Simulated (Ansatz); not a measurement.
# YTl2Ge2: relaxing a made-up structure, part 2 of 2

Starting from a made-up structure for YTl2Ge2, the aim is the relaxed cell, its shortest contacts and, where a second run follows, its electronic structure.

Ansatz 0.2.0; DFT, PBEsol, plane-wave PAW, files of the set soft_1, scalar-relativistic, no spin, cell and ions relaxed at zero pressure; PAW set soft_1 (the session's first sound run).

So far: The structure; Relaxing cell and atoms. The relaxed cell has a = 4.193, c = 14.355 Å (conventional setting).

## (3) Bands of the relaxed cell

With the geometry fixed, one more self-consistent run, with a narrower smearing and the mesh shown in its input, gives the bands, and its pressure, and its forces where symmetry allows any, show how far the geometry depends on these settings.

This step: DFT, PBEsol, plane-wave PAW, files of the set soft_1, scalar-relativistic, no spin, bands and density of states at the relaxed cell; PAW set soft_1 (Ansatz 0.2.0).

Contents of input.yaml:

```yaml
crystal:
  lattice:
    - [-2.0962952514, 2.0962952514, 7.1776446223]
    - [2.0962952514, -2.0962952514, 7.1776446223]
    - [2.0962952514, 2.0962952514, -7.1776446223]
  atoms:
    - { symbol: Tl, position: [0.75, 0.25, 0.5] }
    - { symbol: Tl, position: [0.25, 0.75, 0.5] }
    - { symbol: "Y", position: [0.0, 0.0, 0.0] }
    - { symbol: Ge, position: [0.4155851322, 0.4155851322, 0.0] }
    - { symbol: Ge, position: [0.5844148678, 0.5844148678, 0.0] }
kpoints:
  mp_grid: { grid: [10, 10, 10] }
  band_path:
    path:
      - [[0.0, 0.0, 0.0], [-0.5, 0.5, 0.0], [-0.5, 0.5, -0.04264921], [-0.27132461, 0.27132461, -0.27132461], [0.0, 0.0, 0.0], [0.5, 0.5, -0.5], [0.27132461, 0.72867539, -0.72867539], [0.0, 0.5, -0.5], [-0.25, 0.75, -0.25], [0.04264921, 0.95735079, -0.5], [0.5, 0.5, -0.5]]
      - [[-0.5, 0.5, 0.0], [-0.25, 0.75, -0.25]]
    npoints: 7
scf:
  occupations: { method: fermi_dirac, width: 0.03 }
  n_extra_bands: 9
hamiltonian:
  xc: pbesol
  pseudopotentials: { kind: paw, azcp: { folder: soft_1 }, xc_functional: pbe }
output:
  forces: true
  stress: true
  write_bands: true
  dos: { projected: true }
  write_density: true
  write_potential: true
  elf: true
  volumetric_format: npy
```

Command:

```
$ ansatz run input.yaml --threads 4 --pin off --max-ram 8192MiB --backend cpu --events-out ev --progress --plain --runs-dir out
```

Numbers of over 12 decimals in the logs are rounded to 6 here.

What it wrote:

```text
[...]
Crystal: 5 atoms, lattice volume = 126.167 Å³
Basis set: ecut = 420 eV, 2427 PW (Γ), FFT grids on a1−a2, a2, a1+a3, exchange–correlation on 80×108×60 points (8 copies of the dense FFT grid, shifted against one another)
Bands: 42, of which v1, the nominal top of the filled ones, is band 33 counted from 1 (32 counted from 0)
Symmetry: 16 space group operations
[...]
k-points: 102 of 1000
[...]
SCF iter   1: F=—  HF=-34898.262875 eV  |F-HF|=—  |Δ(HF+E_count)|=         —  Δρ=2.68e-2  dr2=1.42e0  ethr=3.10e-3  ⟨swp⟩=6.0  Hψ=16285  notcnv=0
[...]
SCF iter   9: F=-34897.843967 eV  HF=-34897.843967 eV  |F-HF|=1.66e-9  |Δ(HF+E_count)|=   5.41e-8  Δρ=3.24e-6  dr2=1.59e-8  ethr=1.54e-10  ⟨swp⟩=12.7  Hψ=29064  notcnv=0
SCF 1 converged in 9 iterations: F = -34897.843967 eV  dr2 = 1.59e-8
[...]
NSCF: frozen V_eff on 79 k-points
SCF converged after 9 iterations
Free energy (F): -34897.843967 eV
[...]
Internal energy: -34897.836681 eV  (E = F + TS)
E sigma→0 (E₀):  -34897.840324 eV
Entropy (-TS):   -0.007286 eV (-1.457 meV/atom)
Fermi energy:    10.471620 eV
[...]
--- Forces (eV/Å), atoms counted from 1 ---
  atom   1  Tl     0.00000000     0.00000000     0.00000000
  atom   2  Tl     0.00000000     0.00000000     0.00000000
  atom   3  Y     -0.00000000     0.00000000     0.00000000
  atom   4  Ge    -0.00000000     0.00000000     0.00958048
  atom   5  Ge     0.00000000     0.00000000    -0.00958048
  max |Σ_I F_I| component: 2.26e-17 eV/Å
--- Stress (GPa, compression-positive) ---
       -0.162441       0.000000      -0.000000
        0.000000      -0.162441      -0.000000
        0.000000       0.000000       0.316617
  P = ⅓ Tr σ = -0.0028 GPa (-0.028 kbar)
--- Band table (eV; the first three rows and the last of 102) ---
  k-point 0: bands = [... 29 lower, 9.5074, 10.1799, 10.1799, 10.1941, 10.4647, 11.4348, 12.0163, 12.4608, ... 5 higher]
  k-point 1: bands = [... 29 lower, 9.2167, 9.2309, 10.5530, 10.8370, 11.3091, 11.5847, 12.1483, 12.3872, ... 5 higher]
  k-point 2: bands = [... 29 lower, 8.4832, 8.5282, 10.4895, 10.8755, 11.3555, 11.9638, 12.4062, 12.6924, ... 5 higher]
  k-point 101: bands = [... 29 lower, 9.2304, 9.2304, 10.7511, 10.8847, 10.8847, 11.8005, 12.0387, 12.0387, ... 5 higher]
```

The job ended after 10 s (4 threads of Intel Xeon Platinum 8375C at 2.90GHz (Ice Lake), shared host; peak memory 0.81 GiB; 38 s of CPU time).

This step gave:

```yaml
free_energy: -34897.8440 eV
energy_at_zero_smearing: -34897.8403 eV
smearing_term_ts: 0.007286 eV
fermi_energy: 10.47 eV
pressure: -0.002755 GPa
```

From bands.tsv, the bands that come nearest the Fermi level along the path, at its corners, in eV from the Fermi level:

```tsv
point	band 30	band 31	band 32	band 33	band 34	band 35	band 36	band 37
Γ	-0.96	-0.29	-0.29	-0.28	-0.01	0.96	1.54	1.99
X	-2.99	-2.38	-2.02	-1.48	-0.36	0.08	2.31	2.94
Y	-3.04	-2.34	-1.94	-1.47	-0.22	0.10	2.31	2.67
S	-1.56	-1.33	-0.81	1.13	1.76	1.77	1.87	2.93
Γ	-0.96	-0.29	-0.29	-0.28	-0.01	0.96	1.54	1.99
Z	-1.24	-1.24	0.28	0.41	0.41	1.33	1.57	1.57
S1	-1.56	-1.33	-0.81	1.13	1.76	1.77	1.87	2.93
N	-2.10	-1.55	0.57	0.73	1.61	1.71	1.82	3.08
P	-2.76	-2.76	-2.17	-0.88	-0.88	0.60	1.49	3.20
Y1	-3.04	-2.34	-1.94	-1.47	-0.22	0.10	2.31	2.67
Z	-1.24	-1.24	0.28	0.41	0.41	1.33	1.57	1.57
X	-2.99	-2.38	-2.02	-1.48	-0.36	0.08	2.31	2.94
P	-2.76	-2.76	-2.17	-0.88	-0.88	0.60	1.49	3.20
```

Counts of states for the cell as run, both spins, by energy window (eV from the Fermi level):

```csv
from,to,total
-8,-7,0.84
-7,-6,1.16
-6,-5,1.88
-5,-4,0.52
-4,-3,1.54
-3,-2,2.22
-2,-1,3.09
-1,0,2.49
0,1,2.77
1,2,3.18
2,3,3.81
```

Below -8 eV lie 51.3 more states.

ELF in the ab plane of the cell as run, not the conventional one, at fractional z = 0.000, with atoms of Y and Ge within 0.2 Å of it. It is the smooth field of the valence electrons, not physical close to the nuclei.

Values, 12 rows by 16 columns, each cell a mean:
```
0.69 0.81 0.64 0.14 0.15 0.20 0.19 0.22 0.23 0.23 0.19 0.13 0.08 0.05 0.33 0.76
0.56 0.75 0.69 0.28 0.22 0.44 0.41 0.29 0.22 0.20 0.18 0.13 0.09 0.06 0.04 0.18
0.09 0.19 0.26 0.18 0.24 0.52 0.59 0.53 0.43 0.28 0.16 0.11 0.09 0.09 0.08 0.07
0.14 0.24 0.36 0.39 0.39 0.48 0.53 0.43 0.37 0.44 0.37 0.18 0.11 0.13 0.15 0.14
0.18 0.23 0.47 0.60 0.55 0.50 0.50 0.42 0.24 0.38 0.38 0.42 0.23 0.17 0.20 0.21
0.23 0.21 0.29 0.51 0.48 0.36 0.39 0.46 0.39 0.31 0.25 0.43 0.45 0.24 0.21 0.24
0.23 0.22 0.20 0.32 0.47 0.31 0.33 0.30 0.44 0.46 0.41 0.46 0.55 0.43 0.22 0.21
0.18 0.20 0.18 0.16 0.30 0.44 0.35 0.28 0.33 0.48 0.50 0.52 0.58 0.55 0.32 0.17
0.12 0.13 0.12 0.11 0.12 0.24 0.41 0.45 0.44 0.52 0.54 0.37 0.29 0.28 0.24 0.15
0.06 0.06 0.08 0.09 0.11 0.14 0.19 0.31 0.46 0.56 0.58 0.33 0.17 0.32 0.36 0.19
0.49 0.11 0.04 0.08 0.12 0.17 0.20 0.21 0.22 0.29 0.38 0.28 0.17 0.59 0.82 0.77
0.69 0.67 0.17 0.06 0.11 0.16 0.21 0.24 0.23 0.20 0.17 0.16 0.09 0.32 0.80 0.67
```
Columns run along a (7.8 Å), rows up along b (7.8 Å). Atoms in or near the plane, at fractional coordinates: Y at (0.00, 0.00), Ge at (0.42, 0.42), Ge at (0.58, 0.58).

Valence density in the ab plane of the cell as run, not the conventional one, at fractional z = 0.000, with atoms of Y and Ge within 0.2 Å of it. It is the smooth field of the valence electrons, not physical close to the nuclei.

Ten steps, logarithmic in the rise over the least value, from '0' (0 e/Å³) to '9' (38 e/Å³), each cell a mean:
```
4442000000000000000034
4443100000000000000013
2333100000000000000000
0122100000000000000000
0001000001100000000000
0000000011111000000000
0000000011343100000000
0000000011367510000000
0000011111269951000000
0000012211137973100000
0000012442113664100000
0000012687311233110000
0000001489721111110000
0000000158841111100000
0000000014642100000000
0000000001222100000000
0000000000111100000000
0000000000000000001110
0000000000000000012332
2100000000000000002344
4310000000000000001344
4420000000000000000244
```
Columns run along a (7.8 Å), rows up along b (7.8 Å). Atoms in or near the plane, at fractional coordinates: Y at (0.00, 0.00), Ge at (0.42, 0.42), Ge at (0.58, 0.58).

Electrostatic potential energy in the ab plane of the cell as run, not the conventional one, at fractional z = 0.000, with atoms of Y and Ge within 0.2 Å of it. With pseudopotentials it is smooth inside the atoms' cores, unlike the true potential.

Ten even steps from '0' (-38 eV) to '9' (13 eV), each cell a mean:
```
0005899999999999999730
0003799999999999999873
4113689999999999999987
8655789999999999999999
9888889998899999999999
9999999987668999999999
9999999986555799999999
9999999997555569999999
9999988898656557999999
9999975568755655899999
9999975555775555699999
9999985555577655689999
9999997556558876789999
9999999655556998899999
9999999965555899999999
9999999997555899999999
9999999999877899988899
9999999999999999987678
7999999999999999985335
3789999999999999985100
0379999999999999986100
0037999999999999998400
```
Columns run along a (7.8 Å; values clipped at the 3rd and 97th percentile), rows up along b (7.8 Å). Atoms in or near the plane, at fractional coordinates: Y at (0.00, 0.00), Ge at (0.42, 0.42), Ge at (0.58, 0.58).

## (4) What came out

```
space group, relaxed : I4/mmm
conventional cell    : a = 4.193, b = 4.193, c = 14.355 Å; α = 90.0°, β = 90.0°, γ = 90.0°
volume per atom      : 25.23 Å³ (guess 24.30)
```

What this shows: YTl2Ge2 relaxes to I4/mmm with a = 4.193, b = 4.193 and c = 14.355 Å. The guessed volume was 4 % too small. The space group I4/mmm was held in the relaxation, so the end point is a stationary structure within it and may be a saddle against distortions or other arrangements. Bands cross the Fermi level, so it is a metal or semimetal at this level. The electron count is odd, which forces that without spin polarisation or a larger cell. On the 10×10×10 mesh with the narrower smearing (relaxed on 8×8×8) the largest force component is 0.010 eV/Å and the largest stress component is 0.317 GPa, against the relaxation's thresholds of 0.015 eV/Å and 0.05 GPa. The cutoff wasn't tested. A vector of the cell changed its length by 18 %, more than the volume shows. Spin-orbit coupling is left out, which can matter for elements this heavy. No dispersion term is used, so weakly bound directions may come out too long. Nothing here tests whether the compound is stable against decomposition.

[Logs are printed without paths, hosts, clocks, repeated set-up lines and the standing remarks that a program may print on its own settings, such as how far it seeks lower states.]

[Hosts, paths, dates, database ids (printed as entryN), source tags and the programs' standing remarks are cut or masked in the printed files.]
